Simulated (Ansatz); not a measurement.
## What Ca2C (model cell, started as cuprite) distorts into

Wanted: the energy along a soft mode of Ca2C (model cell, started as cuprite) and the structure at the end.

Program: Ansatz 0.2.0. Level of theory: DFT PBEsol, scalar-relativistic, plane waves, PAW. Values are calculated unless marked as measured.

Report form: inputs, costs, results and the conclusion, without the logs.

The structure was built from a prototype and need not be the compound's stable phase.

## 1. Starting point

It takes space group Pn-3m (No. 224, cubic). Conventional cell: a = 5.492 Å, b = 5.492 Å, c = 5.492 Å, α = 90.00°, β = 90.00°, γ = 90.00°. Nearest to C lie 4 Ca at 2.38 Å. Nearest to Ca lie 2 C at 2.38 Å. Farther neighbours, and contacts between anions beyond the nearest, are not listed.

## 2. Zone-centre response

The zone centre is the only wavevector solved here; it holds the modes that light can see. No field response is asked, since the mesh shows no gap.

The input, input.yaml:

```yaml
crystal:
  lattice:
    - [5.4921644401, 0.0, 0.0]
    - [0.0, 5.4921644401, 0.0]
    - [0.0, 0.0, 5.4921644401]
  atoms:
    - { symbol: C, position: [0.0, 0.0, 0.0] }
    - { symbol: C, position: [0.5, 0.5, 0.5] }
    - { symbol: Ca, position: [0.25, 0.25, 0.25] }
    - { symbol: Ca, position: [0.75, 0.75, 0.25] }
    - { symbol: Ca, position: [0.75, 0.25, 0.75] }
    - { symbol: Ca, position: [0.25, 0.75, 0.75] }
kpoints:
  mp_grid: { grid: [6, 6, 6] }
hamiltonian:
  xc: pbesol
scf:
  occupations: { method: methfessel_paxton, width: 0.15 }
output:
  eigenvalues: true
phonons:
  method: dfpt
```

Run with:

```sh
$ ansatz run input.yaml --threads 8 --pin off --max-ram 14336MiB --backend cpu --events-out ev --progress --plain --runs-dir out
```

Elapsed: 16 s, on 8 threads of Arm Neoverse V1, shared host; peak memory 1.5 GiB.

Read from the output:

```
volume per atom                                         : 27.61 Å³
gap on the k-mesh                                       : 0 eV
sum-rule residual before enforcement                    : 6.70e-6 eV/Å²
point group                                             : m-3m
highest optical mode at the zone centre (no LO-TO term) : 399.7 cm⁻¹
lowest optical zone-centre mode                         : -155.2 cm⁻¹
```

Patterns of degenerate modes are one choice out of their space. Modes at Γ, with each element's share of the kinetic energy (negative means imaginary):

| mode | frequency (cm⁻¹) | symmetry | C % | Ca % |
| --- | --- | --- | --- | --- |
| 1 | -155.2 | T1u | 30 | 70 |
| 2 | -155.2 | T1u | 30 | 70 |
| 3 | -155.2 | T1u | 30 | 70 |
| 4 | 0.0 | acoustic | 13 | 87 |
| 5 | 0.0 | acoustic | 13 | 87 |
| 6 | 0.0 | acoustic | 13 | 87 |
| 7 | 108.8 | T2u | 0 | 100 |
| 8 | 108.8 | T2u | 0 | 100 |
| 9 | 108.8 | T2u | 0 | 100 |
| 10 | 172.9 | Eu | 0 | 100 |
| 11 | 172.9 | Eu | 0 | 100 |
| 12 | 257.0 | A2u | 0 | 100 |
| 13 | 388.4 | T2g | 100 | 0 |
| 14 | 388.4 | T2g | 100 | 0 |
| 15 | 388.4 | T2g | 100 | 0 |
| 16 | 399.7 | T1u | 57 | 43 |
| 17 | 399.7 | T1u | 57 | 43 |
| 18 | 399.7 | T1u | 57 | 43 |

Displacements in mode 3 (-155.2 cm⁻¹), the largest set to 1:
```
C1   0.08 -0.31  1.00
C2   0.08 -0.31  1.00
Ca3  0.27  0.48 -0.25
Ca4 -0.54 -0.33 -0.05
Ca5  0.52 -0.39  0.01
Ca6 -0.29  0.42 -0.31
```

Displacements in mode 16 (399.7 cm⁻¹), the largest set to 1:
```
C1   0.00  0.28  1.00
C2   0.00  0.28  1.00
Ca3 -0.27 -0.25 -0.21
Ca4  0.15  0.17 -0.09
Ca5 -0.15  0.17 -0.09
Ca6  0.27 -0.25 -0.21
```

Before it was imposed, the acoustic sum rule was missed by 6.7e-6 eV/Å². Small misses are needed for a sound result but don't prove that mesh and cutoff are converged. The lowest optical mode is imaginary, 155.2i cm⁻¹, so the energy falls along it.

## 3. The mode frozen in, largest atomic shift 0 Å

The mode followed lies at Γ with frequency 155.1i cm⁻¹ and is 3-fold degenerate, the softest among the wavevectors solved. At small amplitude the pattern taken leaves space group no. 39 by a symmetry search on the positions. The undistorted cell that holds it gives the zero of energy on the same k mesh.

input.yaml, as its differences from that of step 2:

```diff
@@ -19,4 +19,4 @@
 output:
+  forces: true
+  stress: true
   eigenvalues: true
-phonons:
-  method: dfpt
```

Wall time 0.97 s (8 threads); peak memory 0.56 GiB; 6.4 s of CPU time.

Numbers from this step:

```yaml
pressure: 0.001820 GPa
energy_from_the_undistorted_cell: 0 meV/atom
```

The run ends at a pressure of 0.00 GPa.

## 4. The mode frozen in, largest atomic shift 0.45 Å

The atoms are moved along the unstable eigenvector, the largest shift by 0.45 Å, with the cell fixed.

input.yaml, the sections that differ from step 3:

```yaml
crystal:
  lattice:
    - [5.4921644401, 0.0, 0.0]
    - [0.0, 5.4921644401, 0.0]
    - [0.0, 0.0, 5.4921644401]
  atoms:
    - { symbol: C, position: [-0.0579367306, 0.0, -0.0579367306] }
    - { symbol: C, position: [0.4420632694, 0.5, 0.4420632694] }
    - { symbol: Ca, position: [0.2352346299, 0.203106166, 0.2352346299] }
    - { symbol: Ca, position: [0.7821284639, 0.75, 0.2821284639] }
    - { symbol: Ca, position: [0.7352346299, 0.296893834, 0.7352346299] }
    - { symbol: Ca, position: [0.2821284639, 0.75, 0.7821284639] }
# kpoints, hamiltonian, scf, output: as in step 3
```

Wall time 3.4 s (8 threads); peak memory 0.58 GiB; 23 s of CPU time.

This step gave:

```
pressure                         : -2.163 GPa
energy from the undistorted cell : -34.34 meV/atom
```

The energy, extrapolated to zero smearing, is -34.34 meV/atom against the undistorted cell.

The run ends at a pressure of -2.16 GPa, with forces up to 1.0 eV/Å.

## 5. Energy along the mode, all amplitudes (two of the runs are shown above)

An imaginary frequency means negative curvature, so the energy should fall and then rise again as anharmonic terms take over.

This step gave:

```yaml
depth_at_the_lowest_point_sampled: 34.34 meV/atom
largest_atomic_shift_at_that_point: 0.45 Å
```

Table of energy from the parent by largest atomic shift:

| largest atomic shift (Å) | energy from the parent (meV/atom) |
| --- | --- |
| 0.000 | 0 |
| 0.040 | -0.986 |
| 0.080 | -3.70 |
| 0.140 | -10.1 |
| 0.220 | -20.7 |
| 0.320 | -31.2 |
| 0.450 | -34.3 |
| 0.600 | -18.5 |

Displacement at unit largest shift by atom:

| atom | x (Å) | y (Å) | z (Å) | size |
| --- | --- | --- | --- | --- |
| C1 | -0.707 | 0.000 | -0.707 | 1.000 |
| C2 | -0.707 | 0.000 | -0.707 | 1.000 |
| Ca3 | -0.180 | -0.572 | -0.180 | 0.626 |
| Ca4 | 0.392 | 0.000 | 0.392 | 0.554 |
| Ca5 | -0.180 | 0.572 | -0.180 | 0.626 |
| Ca6 | 0.392 | 0.000 | 0.392 | 0.554 |

The lowest step is at 0.45 Å, 34.3 meV/atom below the parent, and the energy rises beyond it.

## 6. Relaxation from the frozen mode

Starting from the lowest point found, all atoms and the cell are let go, so that strain and other modes of the same symmetry can join in.

input.yaml, as its differences from that of step 4:

```diff
@@ -22 +22,6 @@
   eigenvalues: true
+relax:
+  adjacent_minimum: "off"
+  f_tol: 0.002
+  max_steps: 120
+  cell: { stress_tol: 0.03 }
```

The job ended after 66 s (8 threads; peak memory 0.68 GiB).

The steps of the relaxation:

| step | energy less that of the first step (eV) | largest force component (eV/Å) | pressure (GPa) | volume (Å³) |
| --- | --- | --- | --- | --- |
| 1 | 0.0000 | 0.9084 | -2.16 | 165.66 |
| 2 | -0.3748 | 0.3765 | -0.01 | 151.06 |
| 3 | -0.7825 | 0.5319 | -0.47 | 142.04 |
| 4 | -1.1783 | 0.6572 | 0.32 | 131.81 |
| 5 | -1.5726 | 0.4678 | 0.74 | 124.36 |
| 6 | -1.8290 | 0.2349 | 0.65 | 120.98 |
| 7 | -1.9101 | 0.1531 | -0.07 | 121.67 |
| 8 | -1.9139 | 0.2381 | 0.07 | 119.36 |
| 9 | -1.9274 | 0.0423 | 0.16 | 120.25 |
| 10 | -1.9280 | 0.0123 | -0.06 | 121.00 |
| 11 | -1.9283 | 0.0015 | 0.01 | 120.84 |
| 12 | -1.9284 | 0.0028 | 0.02 | 120.84 |
| 13 | -1.9284 | 0.0008 | 0.00 | 120.88 |
| 14 | -1.9284 | 0.0003 | 0.00 | 120.88 |
| 15 | -1.9284 | 0.0023 | -0.01 | 120.88 |
| 16 | -1.9284 | 0.0027 | 0.00 | 120.89 |
| 17 | -1.9284 | 0.0005 | 0.00 | 120.87 |
| 18* | -1.9275 | 0.0007 | -0.02 | 120.87 |
| 19 | -1.9278 | 0.0019 | 0.02 | 120.65 |
| 20* | -1.9277 | 0.0019 | 0.01 | 120.65 |

Relaxation steps marked * repeat the geometry before them on a plane-wave basis chosen anew for their cell, so energy and pressure can jump there. Relaxation steps 15, 16 were tried and not accepted.

The run keeps the 4 symmetry operations that the program found, so distortions that break them were not tested.

| cell as run | before | after | change |
| --- | --- | --- | --- |
| a (Å) | 5.492 | 4.486 | -18.3 % |
| b (Å) | 5.492 | 5.996 | +9.2 % |
| c (Å) | 5.492 | 4.486 | -18.3 % |
| β (°) | 90.00 | 89.98 | -0.0 % |
| volume (Å³/atom) | 27.61 | 20.11 | -27.2 % |

The atoms that moved most (Å, as changes of fractional coordinates times the final cell):

| atom | dx | dy | dz | length |
| --- | --- | --- | --- | --- |
| C2 | -0.550 | 0.286 | -0.550 | 0.829 |
| C1 | -0.550 | -0.286 | -0.550 | 0.829 |
| Ca3 | 0.383 | -0.287 | 0.383 | 0.612 |
| Ca5 | 0.383 | 0.287 | 0.383 | 0.612 |
| Ca4 | 0.168 | 0.000 | 0.168 | 0.237 |
| Ca6 | 0.168 | 0.000 | 0.168 | 0.237 |

Final coordinates:

```cif
data_structure
_symmetry_space_group_name_H-M 'P 1'
_symmetry_Int_Tables_number 1
_cell_length_a 4.4857
_cell_length_b 5.9961
_cell_length_c 4.4857
_cell_angle_alpha 90.000
_cell_angle_beta 89.976
_cell_angle_gamma 90.000
_cell_volume 120.65
loop_
_atom_site_label
_atom_site_type_symbol
_atom_site_fract_x
_atom_site_fract_y
_atom_site_fract_z
_atom_site_occupancy
C1 C 0.81941 0.95225 0.81941 1
C2 C 0.31941 0.54775 0.31941 1
Ca3 Ca 0.32050 0.15523 0.32050 1
Ca4 Ca 0.81951 0.75000 0.31951 1
Ca5 Ca 0.82050 0.34477 0.82050 1
Ca6 Ca 0.31951 0.75000 0.81951 1
```

This step gave:

```yaml
pressure: 0.01375 GPa
volume_per_atom: 20.11 Å³
gap_on_the_k_mesh: 0.3419 eV
```

The distorted start has space group Aem2; the relaxation ends in Aem2.

## 7. The new phase in its own primitive cell

The relaxed structure is symmetrised, reduced to its primitive cell and relaxed tightly, as its phonons need.

The input, input.yaml:

```yaml
crystal:
  lattice:
    - [5.9960587958, 0.0, 0.0]
    - [0.0, 3.1712173217, 3.1725676668]
    - [0.0, -3.1712173217, 3.1725676668]
  atoms:
    - { symbol: C, position: [0.7977464605, 0.6805867798, 0.1805867798] }
    - { symbol: C, position: [0.2022535395, 0.1805867798, 0.6805867798] }
    - { symbol: Ca, position: [0.5947730327, 0.1794993968, 0.6794993968] }
    - { symbol: Ca, position: [0.0, 0.6804874602, 0.6804874602] }
    - { symbol: Ca, position: [0.4052269673, 0.6794993968, 0.1794993968] }
    - { symbol: Ca, position: [0.0, 0.1804874602, 0.1804874602] }
kpoints:
  mp_grid: { grid: [6, 8, 8] }
hamiltonian:
  xc: pbesol
scf:
  occupations: { method: fixed }
output:
  forces: true
  stress: true
  eigenvalues: true
relax:
  adjacent_minimum: "off"
  f_tol: 0.001
  max_steps: 60
  cell: { stress_tol: 0.01 }
```

Wall time 21 s (8 threads); peak memory 0.63 GiB; 2.7 min of CPU time.

Step by step:

| step | energy less that of the first step (eV) | largest force component (eV/Å) | pressure (GPa) | volume (Å³) |
| --- | --- | --- | --- | --- |
| 1 | 0.0000 | 0.0027 | 0.01 | 120.65 |
| 2 | 0.0002 | 0.0198 | -0.01 | 120.78 |
| 3 | 0.0000 | 0.0019 | 0.00 | 120.67 |
| 4 | 0.0000 | 0.0003 | 0.00 | 120.68 |
| 5* | 0.0000 | 0.0003 | 0.00 | 120.68 |

Relaxation steps marked * repeat the geometry before them on a plane-wave basis chosen anew for their cell, so energy and pressure can jump there. Relaxation step 2 was tried and not accepted.

Forces are held to the 4 operations that the program found; a distortion that breaks them can't arise in this run.

| cell as run | before | after | change |
| --- | --- | --- | --- |
| a (Å) | 5.996 | 5.997 | +0.0 % |
| b (Å) | 4.486 | 4.486 | +0.0 % |
| c (Å) | 4.486 | 4.486 | +0.0 % |
| α (°) | 89.98 | 90.00 | +0.0 % |
| volume (Å³/atom) | 20.11 | 20.11 | +0.0 % |

The relaxed structure:

```xyz
6
Lattice="5.9975 0.0000 0.0000 0.0000 3.1719 3.1719 0.0000 -3.1719 3.1719" Properties=species:S:1:pos:R:3 pbc="T T T"
C     4.7846    1.5859    2.7308
C     1.2129   -1.5859    2.7308
Ca    3.5668   -1.5859    2.7264
Ca    0.0000    0.0000    4.3160
Ca    2.4307    1.5859    2.7264
Ca    0.0000    0.0000    1.1441
```

Numbers from this step:

- pressure: -0.002284 GPa
- gap on the k-mesh: 0.3446 eV
- direct gap on mesh: 0.4596 eV

The largest force component left is 0.25 meV/Å and the pressure is -0.002 GPa, within the tolerances set. The cell now holds 20.11 Å³/atom.

## 8. Modes of the new phase, k-mesh 6×8×8, occupations fixed

A relaxed structure may still be a saddle point, so its zone-centre modes are computed. The response to a homogeneous field gives the Born charges and the dielectric tensor.

The input, input.yaml:

```yaml
crystal:
  lattice:
    - [5.9974951512, 0.0, 0.0]
    - [0.0, 3.1718804001, 3.1719091162]
    - [0.0, -3.1718804001, 3.1719091162]
  atoms:
    - { symbol: C, position: [0.7977621956, 0.6804617325, 0.1804617325] }
    - { symbol: C, position: [0.2022378044, 0.1804617325, 0.6804617325] }
    - { symbol: Ca, position: [0.5947218544, 0.1797707944, 0.6797707944] }
    - { symbol: Ca, position: [0.0, 0.6803411099, 0.6803411099] }
    - { symbol: Ca, position: [0.4052781456, 0.6797707944, 0.1797707944] }
    - { symbol: Ca, position: [0.0, 0.1803411099, 0.1803411099] }
kpoints:
  mp_grid: { grid: [6, 8, 8] }
hamiltonian:
  xc: pbesol
scf:
  occupations: { method: fixed }
output:
  eigenvalues: true
phonons:
  method: dfpt
  dielectric: true
  rigid_motions: translations
```

Run time: 3 min. Hardware: 8 threads; peak memory 3.2 GiB.

This step gave:

| Quantity | Value |
| --- | --- |
| sum-rule residual before enforcement | 1.52e-4 eV/Å² |
| miss of the charge sum rule | 0.006227 e |
| estimated error of the dielectric tensor | 0.05040 |
| estimated error of the Born charges | 0.02080 e |
| point group | mm2 |
| highest optical mode at the zone centre (no LO-TO term) | 477.4 cm⁻¹ |
| lowest optical zone-centre mode | 21.53 cm⁻¹ |
| mean high-frequency dielectric constant | 12.99 |
| largest Born charge (third of the trace) | -3.405 e |
| mean static dielectric constant | 359.0 |
| top of the zone-centre spectrum with the field | 518.7 cm⁻¹ |

Patterns of degenerate modes are one choice out of their space. Modes at Γ, with each element's share of the kinetic energy:

| mode | frequency (cm⁻¹) | symmetry | C % | Ca % |
| --- | --- | --- | --- | --- |
| 1 | 0.0 | acoustic | 13 | 87 |
| 2 | 0.0 | acoustic | 13 | 87 |
| 3 | 0.0 | acoustic | 13 | 87 |
| 4 | 21.5 | not assigned | 18 | 82 |
| 5 | 21.6 | not assigned | 18 | 82 |
| 6 | 139.9 | B1 | 15 | 85 |
| 7 | 139.9 | A2 | 15 | 85 |
| 8 | 173.4 | B2 | 0 | 100 |
| 9 | 220.6 | A1 | 7 | 93 |
| 10 | 259.7 | not assigned | 17 | 83 |
| 11 | 259.7 | not assigned | 17 | 83 |
| 12 | 278.4 | B1 | 2 | 98 |
| 13 | 318.2 | not assigned | 69 | 31 |
| 14 | 318.2 | not assigned | 69 | 31 |
| 15 | 328.3 | not assigned | 68 | 32 |
| 16 | 328.3 | not assigned | 68 | 32 |
| 17 | 440.1 | B1 | 85 | 15 |
| 18 | 477.4 | A1 | 93 | 7 |

Displacements in mode 4 (21.5 cm⁻¹), the largest set to 1:
```
C1   0.00 -1.00  0.00
C2   0.00 -1.00  0.00
Ca3  0.00  0.96  0.00
Ca4  0.00 -0.66  0.00
Ca5  0.00  0.96  0.00
Ca6  0.00 -0.66  0.00
```

Displacements in mode 8 (173.4 cm⁻¹), the largest set to 1:
```
C1   0.00  0.00  0.00
C2   0.00  0.00  0.00
Ca3  0.00  0.00  0.00
Ca4  1.00  0.00  0.00
Ca5  0.00  0.00  0.00
Ca6 -1.00  0.00  0.00
```

Optical modes at the zone centre, without and with the macroscopic field of the longitudinal modes; each column is sorted by frequency, so a row need not hold one and the same mode. Modes with and without the field, by row:

| rank among optical modes | no field (cm⁻¹) | q along (1, 0, 0) (cm⁻¹) | q along (0, 1, 0) (cm⁻¹) |
| --- | --- | --- | --- |
| 1 | 21.5 | 21.5 | 21.6 |
| 2 | 21.6 | 21.6 | 108.5 |
| 3 | 139.9 | 139.9 | 139.9 |
| 4 | 139.9 | 139.9 | 139.9 |
| 5 | 173.4 | 173.4 | 173.4 |
| 6 | 220.6 | 220.6 | 220.6 |
| 7 | 259.7 | 259.7 | 259.7 |
| 8 | 259.7 | 259.7 | 259.7 |
| 9 | 278.4 | 279.1 | 278.4 |
| 10 | 318.2 | 318.2 | 318.2 |
| 11 | 318.2 | 318.2 | 328.3 |
| 12 | 328.3 | 328.3 | 328.3 |
| 13 | 328.3 | 328.3 | 396.6 |
| 14 | 440.1 | 477.4 | 440.1 |
| 15 | 477.4 | 518.7 | 477.4 |

Born charge (rows field, columns displacement) (e), principal values of the symmetric part by kind of site:

| atom | atoms with these values | low | middle | high | mean |
| --- | --- | --- | --- | --- | --- |
| C1 | 2 | -3.42 | -3.40 | -3.40 | -3.40 |
| Ca3 | 2 | 2.00 | 2.00 | 2.06 | 2.02 |
| Ca4 | 2 | 1.35 | 1.40 | 1.40 | 1.39 |

In full for Ca4:

```
1.35 0.00 0.00
0.00 1.40 0.00
0.00 0.00 1.40
```

High-frequency dielectric tensor:

```
12.09  0.00  0.00
 0.00 13.43  0.00
 0.00  0.00 13.43
```

Static dielectric tensor (ions relaxed, fixed cell):

```
 16.9   0.0   0.0
  0.0 530.7   0.0
  0.0   0.0 529.5
```

Transverse modes. Lines of the infrared spectrum (strongest = 100):

| position (cm⁻¹) | lines merged | relative intensity |
| --- | --- | --- |
| 22 | 2 | 35 |
| 140 | 2 | 0.0 |
| 173 | 1 | 0.0 |
| 221 | 1 | 0.0 |
| 260 | 2 | 0.0 |
| 278 | 1 | 0.6 |
| 318 | 2 | 100 |
| 328 | 2 | 0.0 |
| 440 | 1 | 68 |
| 477 | 1 | 0.0 |

Before it was imposed, the acoustic sum rule was missed by 1.5e-4 eV/Å² and the charge sum rule by 0.0062 e. Small misses are needed for a sound result but don't prove that mesh and cutoff are converged. The lowest optical mode is real, 21.5 cm⁻¹.

The log warns of the k mesh: “the force constants stand on the 6×8×8 k-mesh, whose period is 9.41 times the interband length at k = (0.0000, 0.0000, 0.0000), direct gap 0.460 eV, under 14: take them and everything formed from them as unconverged”.

## 9. The phases reached

The phases reached along the modes that were followed are set side by side.

Energies are those of the first relaxation, on the mesh of the frozen mode; space group, volume and gap are those of the last relaxation. Phases, by row:

| mode frozen in | space group | energy from parent (meV/atom) | volume (Å³/atom) | gap on mesh (eV) | lowest zone-centre optical mode (cm⁻¹) | largest shift (Å) |
| --- | --- | --- | --- | --- | --- | --- |
| parent | Pn-3m | 0 | 27.61 | 0 | – | – |
| q = (0, 0, 0), 155i cm⁻¹ | P4_2/mnm | -419.1 | 23.22 | 0 | 45.4 | 0.66 |
| q = (0, 0, 0), 155i cm⁻¹ | R3m | -155.4 | 22.91 | 0 | -55 | 1.211 |
| q = (0, 0, 0), 155i cm⁻¹ | P4/nmm | -355.3 | 20.11 | 0.345 | 21.5 | 1.098 |

## 10. What came out

```json
{
 "unstable mode of the parent": "q = (0, 0, 0), 155i cm⁻¹",
 "depth at the lowest point sampled": "34.3 meV/atom",
 "largest atomic shift at that point": "0.45 Å",
 "space group reached": "P4/nmm",
 "energy gained over the parent (first relaxation, on the mesh of the frozen mode)": "355 meV/atom",
 "volume per atom, phase reached": "20.1 Å³",
 "gap on the k-mesh, phase reached": "0.345 eV",
 "lowest optical zone-centre mode, phase reached": "21.5 cm⁻¹",
 "highest optical mode at the zone centre (no LO-TO term), phase reached": "477 cm⁻¹"
}
```

Along this mode the structure falls into P4/nmm, 355 meV/atom below the parent. At the parent's cell the well is 34.34 meV/atom deep on the steps tried, with its lowest point at a shift of 0.45 Å. Relaxing atoms and cell changes the gain by +320.97 meV/atom against the lowest step (energies at zero smearing). Most of the total comes from this relaxation. The new phase has no imaginary mode at the zone centre of its cell; other wavevectors were not checked. Of the 3 patterns followed from this parent, this one ends 63.8 meV/atom above the lowest, P4_2/mnm. Each path keeps the symmetry of its pattern, so a lower phase may lie along a pattern not tried. With the field response the log warns that the k mesh is coarse for the force constants too, so the frequencies are to be taken as unconverged. With no gap, or one that is small against the smearing, the frequencies hang on the k mesh and the smearing, most of all near Kohn anomalies. The volume moved by more than a tenth on the k mesh of the start, so the energy gain is rough. The starting cell was built on a prototype and not taken from a measurement, so the phase need not exist.

[Long decimals in the printed logs are rounded to 6 places.]

[Logs are printed without paths, hosts, clocks, repeated set-up lines and the standing remarks that a program may print on its own settings, such as how far it seeks lower states.]

[Hosts, paths, dates, database ids (printed as entryN), source tags and the programs' standing remarks are cut or masked in the printed files.]

[Where the starting crystal was built by hand or by swapping elements, it need not be the compound's stable phase.]
